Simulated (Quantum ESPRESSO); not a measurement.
## SrCl2 (Fm-3m): phonon frequency against volume, with a fit

Wanted: a fit of frequency against volume for SrCl2 (Fm-3m), tested on a run that is left out of it.

Main program and level: Quantum ESPRESSO 7.5; DFT LDA, scalar-relativistic, plane waves, PseudoDojo norm-conserving pseudopotentials.

## Step 1: The relaxed structure

The structure is cubic, space group Fm-3m (No. 225). Conventional cell: a = 6.799 Å, b = 6.799 Å, c = 6.799 Å, α = 90.00°, β = 90.00°, γ = 90.00°. Nearest to Sr lie 8 Cl at 2.94 Å. Nearest to Cl lie 4 Sr at 2.94 Å. Farther neighbours and most contacts between anions are not listed.

Structure file:

```
CELL_PARAMETERS angstrom
-3.39949 0.00000 3.39949
0.00000 3.39949 3.39949
-3.39949 3.39949 0.00000
ATOMIC_POSITIONS crystal
Sr 0.00000 0.00000 0.00000
Cl 0.75000 0.75000 0.75000
Cl 0.25000 0.25000 0.25000
```

This is the cell after its relaxation at this level of theory, not the database cell from which that began.

## Step 2: Runs at several volumes

The relaxed cell is scaled uniformly; in this structure symmetry fixes all atoms, so nothing has to be relaxed anew. Each volume gets a ground state and a response at Γ. The mode followed is the highest one without the macroscopic field, of symmetry T2g; longitudinal polar modes lie higher. Cutoff 75 Ry, k mesh 8×8×8.

From the response at V/V₀ = 0.94:

The log of the run:

```text
[banners, grids, parts of the stress and lines that vanish by symmetry left out]
Program PHONON v.7.5
     Reading xml data from directory:

[...]
Exchange-correlation= PW
                           (   1   4   0   0   0   0   0)
[...]
kinetic-energy cut-off    =      75.0000  Ry
     charge density cut-off    =     300.0000  Ry
     convergence threshold     =      1.0E-18
[...]
Exchange-correlation= PW
                           (   1   4   0   0   0   0   0)
[...]
q = (   0.0000000   0.0000000   0.0000000 )
     49 Sym.Ops. (with q -> -q+G )
     G cutoff = 1203.7406  (  43799 G-vectors)     FFT grid: ( 50, 50, 50)
     number of k points=    29
[...]
Mode symmetry, O_h (m-3m)  point group:
[...]
Dielectric constant
[...]
End of electric fields calculation
          Dielectric constant in cartesian axis
          (       3.241177148      -0.000000000      -0.000000000 )
          (      -0.000000000       3.241177148       0.000000000 )
          (       0.000000000       0.000000000       3.241177148 )
          Effective charges (d Force / dE) in cartesian axis without acoustic sum rule applied (asr)
           atom    1  Sr    Mean Z*:        2.49135
      Ex  (        2.49135       -0.00000        0.00000 )
      Ey  (       -0.00000        2.49135       -0.00000 )
      Ez  (        0.00000       -0.00000        2.49135 )
           atom    2  Cl    Mean Z*:       -1.24600
      Ex  (       -1.24600       -0.00000        0.00000 )
      Ey  (        0.00000       -1.24600        0.00000 )
      Ez  (        0.00000        0.00000       -1.24600 )
           atom    3  Cl    Mean Z*:       -1.24600
      Ex  (       -1.24600       -0.00000       -0.00000 )
      Ey  (       -0.00000       -1.24600        0.00000 )
      Ez  (       -0.00000        0.00000       -1.24600 )
          Effective charges Sum: Mean:       -0.00064
[...]
Effective charges (d Force / dE) in cartesian axis with asr applied:
           atom    1  Sr    Mean Z*:        2.49157
[...]
atom    2  Cl    Mean Z*:       -1.24578
[...]
atom    3  Cl    Mean Z*:       -1.24578
[...]
Representation #   1 modes #   1   2   3
[...]
End of self-consistent calculation
     Convergence has been achieved
     Representation #   2 modes #   4   5   6
[...]
End of self-consistent calculation
     Convergence has been achieved
     Representation #   3 modes #   7   8   9
[...]
End of self-consistent calculation
     Convergence has been achieved
[...]
Dielectric constant in cartesian axis
          (       3.241177148      -0.000000000      -0.000000000 )
          (      -0.000000000       3.241177148       0.000000000 )
          (       0.000000000       0.000000000       3.241177148 )
          Effective charges (d Force / dE) in cartesian axis without acoustic sum rule applied (asr)
           atom    1  Sr    Mean Z*:        2.49135
      Ex  (        2.49135       -0.00000        0.00000 )
      Ey  (       -0.00000        2.49135       -0.00000 )
      Ez  (        0.00000       -0.00000        2.49135 )
           atom    2  Cl    Mean Z*:       -1.24600
      Ex  (       -1.24600       -0.00000        0.00000 )
      Ey  (        0.00000       -1.24600        0.00000 )
      Ez  (        0.00000        0.00000       -1.24600 )
           atom    3  Cl    Mean Z*:       -1.24600
      Ex  (       -1.24600       -0.00000       -0.00000 )
      Ey  (       -0.00000       -1.24600        0.00000 )
      Ez  (       -0.00000        0.00000       -1.24600 )
          Effective charges Sum: Mean:       -0.00064
[...]
Effective charges (d Force / dE) in cartesian axis with asr applied:
           atom    1  Sr    Mean Z*:        2.49157
[...]
atom    2  Cl    Mean Z*:       -1.24578
[...]
atom    3  Cl    Mean Z*:       -1.24578
[...]
q = (    0.000000000   0.000000000   0.000000000 )
[...]
freq (    1) =       0.012569 [THz] =       0.419247 [cm-1]
     freq (    2) =       0.012569 [THz] =       0.419247 [cm-1]
     freq (    3) =       0.012569 [THz] =       0.419247 [cm-1]
     freq (    4) =       5.389329 [THz] =     179.768675 [cm-1]
     freq (    5) =       5.389329 [THz] =     179.768675 [cm-1]
     freq (    6) =       5.389329 [THz] =     179.768675 [cm-1]
     freq (    7) =       6.382908 [THz] =     212.910883 [cm-1]
     freq (    8) =       6.382908 [THz] =     212.910883 [cm-1]
     freq (    9) =       6.382908 [THz] =     212.910883 [cm-1]
[...]
Mode symmetry, O_h (m-3m)  point group:
     freq (   1-   3) =          0.4  [cm-1]   --> T_1u G_15  G_4- I
     freq (   4-   6) =        179.8  [cm-1]   --> T_1u G_15  G_4- I
     freq (   7-   9) =        212.9  [cm-1]   --> T_2g G_25' G_5+ R

   JOB DONE.
```

One volume, V/V₀ = 0.97, is held back as a test.

```tsv
V/V₀	volume (Å³/atom)	pressure (GPa)	ω (cm⁻¹)
0.94	24.620	3.14	212.91
0.97	25.405	1.44	held back
1	26.191	0.00	191.56
1.03	26.977	-1.22	181.83
1.06	27.762	-2.25	172.65
```

## Step 3: The fit

The mode Grüneisen parameter is γ = −d ln ω / d ln V.

```tsv
ln(V/V₀)	ln ω
-0.0619	5.3609
0.0000	5.2552
0.0296	5.2031
0.0583	5.1513
```

A straight line through these points has the slope -1.741, so γ = 1.74; at V/V₀ = 0.97 it predicts ω = exp(5.2539 + 0.0530) = 201.73 cm⁻¹.

A parabola of pressure against ln V through V/V₀ = 0.97, 1 and 1.03 gives the bulk modulus B = −dP/d ln V = 44 GPa at V₀. With ω₀ from the fitted line the pressure coefficient follows as dω/dP = γ ω₀ / B = 1.74 × 191.3 / 44 = 7.54 cm⁻¹/GPa.

## Step 4: The run that was held back

The log of the run:

```text
[banners, grids, parts of the stress and lines that vanish by symmetry left out]
[banner, memory and clock lines left out]
Program PHONON v.7.5

[...]
Exchange-correlation= PW
                           (   1   4   0   0   0   0   0)
[...]
kinetic-energy cut-off    =      75.0000  Ry
     charge density cut-off    =     300.0000  Ry
     convergence threshold     =      1.0E-18
[...]
Exchange-correlation= PW
                           (   1   4   0   0   0   0   0)
[...]
q = (   0.0000000   0.0000000   0.0000000 )
     49 Sym.Ops. (with q -> -q+G )
     G cutoff = 1229.2178  (  45143 G-vectors)     FFT grid: ( 50, 50, 50)
     number of k points=    29
[...]
Mode symmetry, O_h (m-3m)  point group:
[...]
Dielectric constant
[...]
End of electric fields calculation
          Dielectric constant in cartesian axis
          (       3.183497387      -0.000000000      -0.000000000 )
          (      -0.000000000       3.183497387       0.000000000 )
          (      -0.000000000       0.000000000       3.183497387 )
          Effective charges (d Force / dE) in cartesian axis without acoustic sum rule applied (asr)
           atom    1  Sr    Mean Z*:        2.48966
      Ex  (        2.48966       -0.00000        0.00000 )
      Ey  (       -0.00000        2.48966        0.00000 )
      Ez  (        0.00000       -0.00000        2.48966 )
           atom    2  Cl    Mean Z*:       -1.24515
      Ex  (       -1.24515        0.00000        0.00000 )
      Ey  (        0.00000       -1.24515        0.00000 )
      Ez  (        0.00000        0.00000       -1.24515 )
[...]
(      -0.000000000       0.000000000       3.183497387 )
          Effective charges (d Force / dE) in cartesian axis without acoustic sum rule applied (asr)
           atom    1  Sr    Mean Z*:        2.48966
      Ex  (        2.48966       -0.00000        0.00000 )
      Ey  (       -0.00000        2.48966        0.00000 )
      Ez  (        0.00000       -0.00000        2.48966 )
           atom    2  Cl    Mean Z*:       -1.24515
      Ex  (       -1.24515        0.00000        0.00000 )
      Ey  (        0.00000       -1.24515        0.00000 )
      Ez  (        0.00000        0.00000       -1.24515 )
           atom    3  Cl    Mean Z*:       -1.24515
      Ex  (       -1.24515        0.00000        0.00000 )
      Ey  (        0.00000       -1.24515       -0.00000 )
      Ez  (        0.00000       -0.00000       -1.24515 )
          Effective charges Sum: Mean:       -0.00064
[...]
Effective charges (d Force / dE) in cartesian axis with asr applied:
           atom    1  Sr    Mean Z*:        2.48987
[...]
atom    2  Cl    Mean Z*:       -1.24494
[...]
atom    3  Cl    Mean Z*:       -1.24494
[...]
q = (    0.000000000   0.000000000   0.000000000 )
[...]
freq (    1) =       0.010318 [THz] =       0.344172 [cm-1]
     freq (    2) =       0.010318 [THz] =       0.344172 [cm-1]
     freq (    3) =       0.010318 [THz] =       0.344172 [cm-1]
     freq (    4) =       5.015512 [THz] =     167.299464 [cm-1]
     freq (    5) =       5.015512 [THz] =     167.299464 [cm-1]
     freq (    6) =       5.015512 [THz] =     167.299464 [cm-1]
     freq (    7) =       6.053042 [THz] =     201.907757 [cm-1]
     freq (    8) =       6.053042 [THz] =     201.907757 [cm-1]
     freq (    9) =       6.053042 [THz] =     201.907757 [cm-1]
[...]
Mode symmetry, O_h (m-3m)  point group:
     freq (   1-   3) =          0.3  [cm-1]   --> T_1u G_15  G_4- I
     freq (   4-   6) =        167.3  [cm-1]   --> T_1u G_15  G_4- I
     freq (   7-   9) =        201.9  [cm-1]   --> T_2g G_25' G_5+ R
```

It gives 201.91 cm⁻¹ against the predicted 201.73 cm⁻¹, a miss of 0.2 cm⁻¹.

## Step 5: Summary of results

| Quantity | Value |
| --- | --- |
| mode Grüneisen parameter | 1.741 |
| bulk modulus | 44.2 GPa |
| pressure coefficient | 7.54 cm⁻¹/GPa |

The highest optical mode of SrCl2 (Fm-3m) without the LO-TO term stiffens by 7.54 cm⁻¹ a GPa near the relaxed volume, with γ = 1.74. The power law meets all 5 runs within 0.13 %; between neighbouring volumes γ runs from 1.69 to 1.80. Such a coefficient turns a measured shift of this mode into a hydrostatic stress; uniaxial or biaxial stress splits the mode and needs deformation potentials. These are harmonic values at zero temperature for the structure held cubic, which a run at Γ can't show to be stable; the bulk modulus rests on three points.

[Host names and launcher messages were left out of these logs when they were recorded.]

[Logs are printed without paths, hosts, clocks, repeated set-up lines and the standing remarks that a program may print on its own settings, such as how far it seeks lower states.]

[Hosts, paths, dates, database ids (printed as entryN), source tags and the programs' standing remarks are cut or masked in the printed files.]
